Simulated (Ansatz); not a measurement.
# linear Se chain: one chain at several levels of theory, part 3 of 4

How many channels does the linear Se chain carry, and how sure is the answer?

Ansatz 0.2.0; DFT PBE, plane waves, PAW; relaxation of a chain's period (the session's first sound run).

So far, conductance of the lead as this run defines it (G₀): step 3 (bands of the perfect wire, level PBE, cutoff 420 eV) 3.00; step 5 (PBEsol, another cell, k-mesh 1×1×35) 3.00.

### 7. The wire at its relaxed period, level LDA, cutoff 420 eV

This step: DFT LDA, plane waves, PAW; channels and complex bands of a perfect chain (Ansatz 0.2.0).

The channels are counted again under LDA, at the period that it gave.

File input.yaml:

```yaml
crystal:
  lattice:
    - [7.5, 0.0, 0.0]
    - [0.0, 7.5, 0.0]
    - [0.0, 0.0, 2.3357278537]
  atoms:
    - { symbol: Se, position: [0.5, 0.5, 0.0] }
kpoints:
  mp_grid: { grid: [1, 1, 35] }
  band_path: { path: ["Γ", Z], npoints: 60 }
scf:
  occupations: { method: fermi_dirac, width: 0.05 }
hamiltonian:
  xc: lda
output:
  transmission:
    e_range: [-2, 2]
    de: 0.035
    kmesh: [1, 1]
    reduced_basis: true
    leads: [[0, 0]]
  dos: { projected: true, e_range: [-6, 4] }
```

Launch:

```console
$ ansatz run input.yaml --threads 4 --pin off --max-ram 8192MiB --backend cpu --events-out ev --progress --plain --runs-dir out
```

Numbers of over 12 decimals in the logs are rounded to 6 here.

The log of the run:

```text
[...]
Crystal: 1 atoms, lattice volume = 131.385 Å³
Basis set: ecut = 420 eV, 2535 PW (Γ)
Bands: 12, of which v1, the nominal top of the filled ones, is band 8 counted from 1 (7 counted from 0)
Symmetry: 16 space group operations
[...]
k-points: 18 of 35
[...]
k-point 17: bands = [... 4 lower, -51.1033, -12.6862, -9.8156, -2.0851, -2.0851, 4.3718, 4.3718, 7.3319]
--- Transmission ---
  basis      : 497 plane waves across, 3 finite elements along
  points     : 1, standing for a mesh of 1 x 1
[...]
crystal 0  : Se1, at the sites [0, 0], period 2.3357 Å: whole cells are its period
[...]
filled         : 4.9 meV over the level at which it is neutral
    channels       : 3.000000e0 a spin
[...]
[key lines of the parts left out:]
SCF converged after 6 iterations
Free energy (F): -5382.416180 eV
Fermi energy:    -3.082373 eV
```

It took 12 s on 4 threads of AMD EPYC 9R14 (Zen 4), shared host; peak memory 0.49 GiB.

Table of open channels of the lead, one spin by energy, zero at the Fermi level:

energy (eV), open channels of the lead, one spin and a bar from the least value:
```
   -2.000       3.00 ##############################
   -1.790       3.00 ##############################
   -1.615       3.00 ##############################
   -1.405       3.00 ##############################
   -1.195       3.00 ##############################
   -0.985       3.00 ##############################
   -0.810       3.00 ##############################
   -0.600       3.00 ##############################
   -0.390       3.00 ##############################
   -0.215       3.00 ##############################
   -0.005       3.00 ##############################
    0.205       3.00 ##############################
    0.415       3.00 ##############################
    0.590       3.00 ##############################
    0.800       3.00 ##############################
    1.010       3.00 ##############################
    1.185       1.00 
    1.395       1.00 
    1.605       1.00 
    1.815       1.00
```

At the computed energy nearest the Fermi level there are 3 channels a spin, and the thermal average gives 3.00 G₀.

### 8. The relaxed wire, cutoff 500 eV

This step: DFT r2SCAN, plane waves, PAW; relaxation of a chain's period (Ansatz 0.2.0).

The relaxation is repeated under another functional. r2SCAN also reads the kinetic-energy density; it often gives larger moments and wider gaps than PBE, at a higher cost. Against the first PBE run of this kind, the cutoff is 500 eV against 420.

File input.yaml:

```yaml
crystal:
  lattice:
    - [7.5, 0.0, 0.0]
    - [0.0, 7.5, 0.0]
    - [0.0, 0.0, 2.232]
  atoms:
    - { symbol: Se, position: [0.5, 0.5, 0.0], spin: 0.3 }
magnetization:
  spin_polarized: true
kpoints:
  mp_grid: { grid: [1, 1, 36] }
scf:
  occupations: { method: fermi_dirac, width: 0.05 }
hamiltonian:
  xc: r2scan
relax:
  cell: { fix: [a, b, alpha, beta, gamma] }
  max_steps: 60
```

The log of the run:

```text
[...]
Crystal: 1 atoms, lattice volume = 125.550 Å³
Basis set: ecut = 500 eV, 3169 PW (Γ), exchange–correlation on 240×240×72 points (64 copies of the dense FFT grid, shifted against one another)
Bands: 13, of which v1, the nominal top of the filled ones, is band 8 counted from 1 (7 counted from 0)
Symmetry: 16 space group operations
[...]
0.068894       0.000000       0.000000
        0.000000       0.068894       0.000000
        0.000000       0.000000       0.008986
  P = ⅓ Tr σ = 0.0489 GPa (0.489 kbar)
--- Relaxed structure (4 steps of the walk, 4 accepted, 1 SCFs on fresh bases) ---
[...]
cell:  # Å, volume = 132.4916 Å³
    - [7.5, 0.0, 0.0]
    - [0.0, 7.5, 0.0]
    - [0.0, 0.0, 2.355406]
  atoms:
    - { symbol: Se, position: [0.5, 0.5, 0.0] }
[key lines of the parts left out:]
SCF converged after 10 iterations
Magnetization: -0.0000 μB (8.0000 up, 8.0000 down)
Free energy (F): -5477.404005 eV
Fermi energy:    -3.075426 eV
```

Elapsed: 29 s, on 4 threads; peak memory 0.76 GiB; 63 s of CPU time.

Relaxation path:

```
step  energy less that of the first step (eV)  largest force component (eV/Å)  pressure (GPa)  volume (Å³)
   1                                   0.0000                          0.0000            2.11       125.55
   2                                  -0.1204                          0.0000            0.33       131.32
   3                                  -0.1233                          0.0000            0.11       132.22
   4                                  -0.1235                          0.0000            0.05       132.49
  5*                                  -0.1236                          0.0000            0.05       132.49
```

Relaxation steps marked * repeat the geometry before them on a plane-wave basis chosen anew for their cell, so energy and pressure can jump there.

```
cell as run  before  after  change
      c (Å)   2.232  2.355  +5.5 %
```

The relaxed structure:

```cif
data_structure
_symmetry_space_group_name_H-M 'P 1'
_symmetry_Int_Tables_number 1
_cell_length_a 7.5000
_cell_length_b 7.5000
_cell_length_c 2.3554
_cell_angle_alpha 90.000
_cell_angle_beta 90.000
_cell_angle_gamma 90.000
_cell_volume 132.49
loop_
_atom_site_label
_atom_site_type_symbol
_atom_site_fract_x
_atom_site_fract_y
_atom_site_fract_z
_atom_site_occupancy
Se1 Se 0.50000 0.50000 0.00000 1
```

The cell's length comes to 2.355 Å, -0.7 % against the first run, with no moment.

The cell grew by 5.5 % in its periodic edges.

### 9. The perfect wire, level r2SCAN, cutoff 500 eV

This step: DFT r2SCAN, plane waves, PAW; channels and complex bands of a perfect chain (Ansatz 0.2.0).

The channels are counted again under r2SCAN, at the period that it gave. Its window is narrower, to save time.

File input.yaml:

```yaml
crystal:
  lattice:
    - [7.5, 0.0, 0.0]
    - [0.0, 7.5, 0.0]
    - [0.0, 0.0, 2.3554062231]
  atoms:
    - { symbol: Se, position: [0.5, 0.5, 0.0] }
kpoints:
  mp_grid: { grid: [1, 1, 34] }
  band_path: { path: ["Γ", Z], npoints: 60 }
scf:
  occupations: { method: fermi_dirac, width: 0.05 }
hamiltonian:
  xc: r2scan
output:
  transmission:
    e_range: [-0.7, 0.7]
    de: 0.035
    kmesh: [1, 1]
    reduced_basis: true
    leads: [[0, 0]]
  dos: { projected: true, e_range: [-6, 4] }
```

The log of the run:

```text
[...]
Crystal: 1 atoms, lattice volume = 132.492 Å³
Basis set: ecut = 500 eV, 3353 PW (Γ), exchange–correlation on 240×240×72 points (64 copies of the dense FFT grid, shifted against one another)
Bands: 12, of which v1, the nominal top of the filled ones, is band 8 counted from 1 (7 counted from 0)
Symmetry: 16 space group operations
[...]
k-points: 18 of 34
[...]
k-point 17: bands = [... 4 lower, -51.8305, -12.8929, -10.0078, -2.0972, -2.0972, 4.9666, 4.9666, 8.2927]
--- Transmission ---
  basis      : 593 plane waves across, 4 finite elements along
  points     : 1, standing for a mesh of 1 x 1
[...]
crystal 0  : Se1, at the sites [0, 0], period 2.3554 Å: whole cells are its period
[...]
filled         : 16.9 meV under the level at which it is neutral
    channels       : 3.000000e0 a spin
[...]
[key lines of the parts left out:]
SCF converged after 6 iterations
Free energy (F): -5477.392457 eV
Fermi energy:    -3.117259 eV
```

The job ended after 16 s (4 threads; peak memory 0.81 GiB; 32 s of CPU time).

The open channels of the lead, one spin stays at 3 for energy from -0.7 to 0.7 eV.

At the computed energy nearest the Fermi level there are 3 channels a spin, and the thermal average gives 3.00 G₀.

### 10. Comparing the runs

Times are for 4 threads of AMD EPYC 9R14 (Zen 4), shared host. The series side by side:

```
no.   level  conductance of the lead as this run defines it (G₀)  time  memory (GiB)
  1     PBE                                                3.000  12 s          0.48
  2  PBEsol                                                3.000  12 s          0.49
  3     LDA                                                3.000  12 s          0.49
  4  r2SCAN                                                3.000  16 s          0.81
```

### 11. Relaxation of atoms and period, cutoff 1170.09 eV

This step: DFT PBE, plane waves, norm-conserving; relaxation of a chain's period (Ansatz 0.2.0).

The same functional on other atomic datasets tests how far the result hangs on the treatment of the cores. Against the first PBE run of this kind, the cutoff is 1170.09 eV against 420.

File input.yaml:

```yaml
crystal:
  lattice:
    - [7.5, 0.0, 0.0]
    - [0.0, 7.5, 0.0]
    - [0.0, 0.0, 2.232]
  atoms:
    - { symbol: Se, position: [0.5, 0.5, 0.0], spin: 0.3 }
magnetization:
  spin_polarized: true
kpoints:
  mp_grid: { grid: [1, 1, 36] }
scf:
  occupations: { method: fermi_dirac, width: 0.05 }
hamiltonian:
  xc: pbe
  pseudopotentials: { kind: nc }
relax:
  cell: { fix: [a, b, alpha, beta, gamma] }
  max_steps: 60
```

The log of the run:

```text
[...]
Crystal: 1 atoms, lattice volume = 125.550 Å³
Basis set: ecut = 1170.089609 eV, 11397 PW (Γ), exchange–correlation on 180×180×50 points (8 copies of the dense FFT grid, shifted against one another)
Bands: 13, of which v1, the nominal top of the filled ones, is band 8 counted from 1 (7 counted from 0)
Symmetry: 16 space group operations
[...]
0.083259       0.000000       0.000000
        0.000000       0.083259       0.000000
        0.000000       0.000000       0.005149
  P = ⅓ Tr σ = 0.0572 GPa (0.572 kbar)
--- Relaxed structure (5 steps of the walk, 5 accepted, 2 SCFs on fresh bases) ---
[...]
cell:  # Å, volume = 133.3512 Å³
    - [7.5, 0.0, 0.0]
    - [0.0, 7.5, 0.0]
    - [0.0, 0.0, 2.370689]
  atoms:
    - { symbol: Se, position: [0.5, 0.5, 0.0] }
[key lines of the parts left out:]
SCF converged after 4 iterations
Magnetization: -0.0000 μB (8.0000 up, 8.0000 down)
Free energy (F): -3298.430665 eV
Fermi energy:    -2.818911 eV
```

Elapsed: 40 s, on 4 threads; peak memory 0.82 GiB.

The cell's length comes to 2.371 Å, -0.1 % against the first run, with no moment.

### 12. The relaxed wire

This step: DFT PBE, plane waves, PAW; relaxation of a chain's period (Ansatz 0.2.0).

No moment formed, so a run without spin should agree; this checks it and saves time.

input.yaml, the sections that differ from step 11:

```yaml
crystal:
  lattice:
    - [7.5, 0.0, 0.0]
    - [0.0, 7.5, 0.0]
    - [0.0, 0.0, 2.232]
  atoms:
    - { symbol: Se, position: [0.5, 0.5, 0.0] }
hamiltonian:
  xc: pbe
# kpoints, scf, relax: as in step 11
# magnetization: removed
```

The log of the run:

```text
[...]
Crystal: 1 atoms, lattice volume = 125.550 Å³
Basis set: ecut = 420 eV, 2463 PW (Γ), exchange–correlation on 108×108×30 points (8 copies of the dense FFT grid, shifted against one another)
Bands: 12, of which v1, the nominal top of the filled ones, is band 8 counted from 1 (7 counted from 0)
Symmetry: 16 space group operations
[...]
k-points: 19 of 36
[...]
--- Stress (GPa, compression-positive) ---
        0.083126       0.000000       0.000000
        0.000000       0.083126       0.000000
        0.000000       0.000000       0.009479
  P = ⅓ Tr σ = 0.0586 GPa (0.586 kbar)
--- Relaxed structure (4 steps of the walk, 4 accepted, 1 SCFs on fresh bases) ---
[...]
cell:  # Å, volume = 133.4198 Å³
    - [7.5, 0.0, 0.0]
    - [0.0, 7.5, 0.0]
    - [0.0, 0.0, 2.371907]
  atoms:
    - { symbol: Se, position: [0.5, 0.5, 0.0] }
[key lines of the parts left out:]
SCF converged after 6 iterations
Free energy (F): -5468.504713 eV
Fermi energy:    -2.923080 eV
```

It took 4.4 s on 4 threads; peak memory 0.44 GiB.

The cell's length comes to 2.372 Å, +0.0 % against the first run, with spin left out.

### 13. Side by side

Times are for 4 threads of AMD EPYC 9R14 (Zen 4), shared host. Results by setting:

```
no.          level  cell length along the wire (Å)   time  memory (GiB)
  1            PBE                           2.372   14 s          0.45
  2         PBEsol                           2.349  9.7 s          0.46
  3            LDA                           2.336  8.2 s          0.43
  4         r2SCAN                           2.355   29 s          0.76
  5  PBE, NC files                           2.371   40 s          0.82
  6   PBE, no spin                           2.372  4.4 s          0.44
```

### 14. With spin-orbit coupling

This step: DFT PBE, plane waves, fully relativistic PAW; channels of a perfect chain with spin-orbit coupling (Ansatz 0.2.0).

Spin-orbit coupling mixes the spins and splits bands that cross or touch without it, so it can open or close channels. Fully relativistic datasets take the place of the scalar ones. The window is narrow, since spinor matrices are twice as large.

File input.yaml:

```yaml
crystal:
  lattice:
    - [7.5, 0.0, 0.0]
    - [0.0, 7.5, 0.0]
    - [0.0, 0.0, 2.371902739]
  atoms:
    - { symbol: Se, position: [0.5, 0.5, 0.0] }
kpoints:
  mp_grid: { grid: [1, 1, 34] }
  band_path: { path: ["Γ", Z], npoints: 60 }
scf:
  occupations: { method: fermi_dirac, width: 0.05 }
hamiltonian:
  xc: pbe
  pseudopotentials: { kind: paw_fr }
output:
  transmission:
    e_range: [-0.42, 0.42]
    de: 0.035
    kmesh: [1, 1]
    reduced_basis: false
    leads: [[0, 0]]
magnetization:
  noncollinear: true
  spin_orbit: true
```

The log of the run:

```text
[...]
non-collinear run that drives no moment, with spin-orbit: no starting moment large enough to seed its density (crystal.atoms[].spin), no starting occupations that ask for one, no magnetisation constraint and no magnetic field, so the semilocal B_xc is pinned to zero
Crystal: 1 atoms, lattice volume = 133.420 Å³
Basis set: ecut = 420 eV, 2599 PW (Γ)
Bands: 24, of which v1, the nominal top of the filled ones, is band 16 counted from 1 (15 counted from 0)
Symmetry: 16 space group operations + 16 with time reversal
[...]
k-points: 18 of 34
Projection manifold: j_resolved (fully-relativistic pseudo-atomic orbitals)
[...]
SCF iter   1: F=—  HF=-5468.671650 eV  |F-HF|=—  |Δ(HF+E_count)|=         —  Δρ=3.46e-3  dr2=9.48e-3  dr2_m=0.00e0 (ungated)  ethr=5.79e-5  |M|=0.00e0 ∫|m|=0.00e0 μB  |m|>n=0.0e0 m-floor=0.0e0 τ_xc=0.0e0  β_m=1.00  ⟨swp⟩=2.2  Hψ=2079  notcnv=0
[...]
spin=Noncollinear: LDOS preconditioning applied to the charge; magnetization (m_x, m_y, m_z) channels mix plain (no charge-response kernel on spin).
SCF iter   2: F=—  HF=-5468.672856 eV  |F-HF|=—  |Δ(HF+E_count)|=   1.21e-3  Δρ=4.19e-4  dr2=2.25e-4  dr2_m=0.00e0 (ungated)  ethr=5.79e-5  |M|=0.00e0 ∫|m|=0.00e0 μB  |m|>n=0.0e0 m-floor=0.0e0 τ_xc=0.0e0  β_m=1.00  ⟨swp⟩=2.6  Hψ=382  notcnv=0
[...]
SCF iter   6: F=-5468.672819 eV  HF=-5468.672819 eV  |F-HF|=2.20e-9  |Δ(HF+E_count)|=   2.47e-7  Δρ=2.08e-6  dr2=5.73e-9  dr2_m=0.00e0 (ungated)  ethr=6.25e-10  |M|=0.00e0 ∫|m|=0.00e0 μB  |m|>n=0.0e0 m-floor=0.0e0 τ_xc=0.0e0  ⟨swp⟩=5.3  Hψ=756  notcnv=0
SCF 1 converged in 6 iterations: F = -5468.672819 eV  dr2 = 5.73e-9
[...]
transmission: 3 of 3 steps passed
SCF converged after 6 iterations
Magnetization: |M| = 0.0000 μB,  M = (+0.0000, +0.0000, +0.0000) μB
Absolute magnetization: 0.0000 μB (∫|m|)
  site 0: m = (+0.0000, +0.0000, +0.0000) μB, |m| = 0.0000 μB  (R = 0.98 Å)
Free energy (F): -5468.672819 eV
[...]
Internal energy: -5468.665689 eV  (E = F + TS)
E sigma→0 (E₀):  -5468.669254 eV
Entropy (-TS):   -0.007130 eV (-7.130 meV/atom)
Fermi energy:    -3.021651 eV
[...]
--- Band table (eV; the first three rows and the last of 18) ---
  k-point 0: bands = [... 12 lower, -6.1601, -6.1601, -5.9341, -5.9341, 0.9241, 0.9241, 2.7290, 2.7290, ... 4 higher]
  k-point 1: bands = [... 12 lower, -6.1390, -6.1390, -5.9128, -5.9128, 0.9464, 0.9464, 2.7520, 2.7520, ... 4 higher]
  k-point 2: bands = [... 12 lower, -6.0760, -6.0760, -5.8490, -5.8490, 1.0130, 1.0130, 2.8208, 2.8208, ... 4 higher]
  k-point 17: bands = [... 12 lower, -9.3982, -9.3982, -2.1629, -2.1629, -1.8508, -1.8508, 4.5410, 4.5410, ... 4 higher]
--- Transmission ---
  basis      : 497 plane waves across, 3 finite elements along
  points     : 1, standing for a mesh of 1 x 1
[...]
crystal 0  : Se1, at the sites [0, 0], period 2.3719 Å: whole cells are its period
[...]
filled         : 70.7 meV under the level at which it is neutral
    channels       : 6.000000e0 of both spins
[...]
```

Wall time 3.9 min (4 threads); peak memory 4.4 GiB; 9.4 min of CPU time.

Numbers from this step:

| Item | Value |
| --- | --- |
| energy at zero smearing | -5468.6693 eV |
| channels at the energy nearest the Fermi level, both spins | 6 |

The open channels of the lead, both spins stays at 6 for energy from -0.42 to 0.42 eV.

[end of part 3 of 4]

[Logs are printed without paths, hosts, clocks, repeated set-up lines and the standing remarks that a program may print on its own settings, such as how far it seeks lower states.]

[Hosts, paths, dates, database ids (printed as entryN), source tags and the programs' standing remarks are cut or masked in the printed files.]
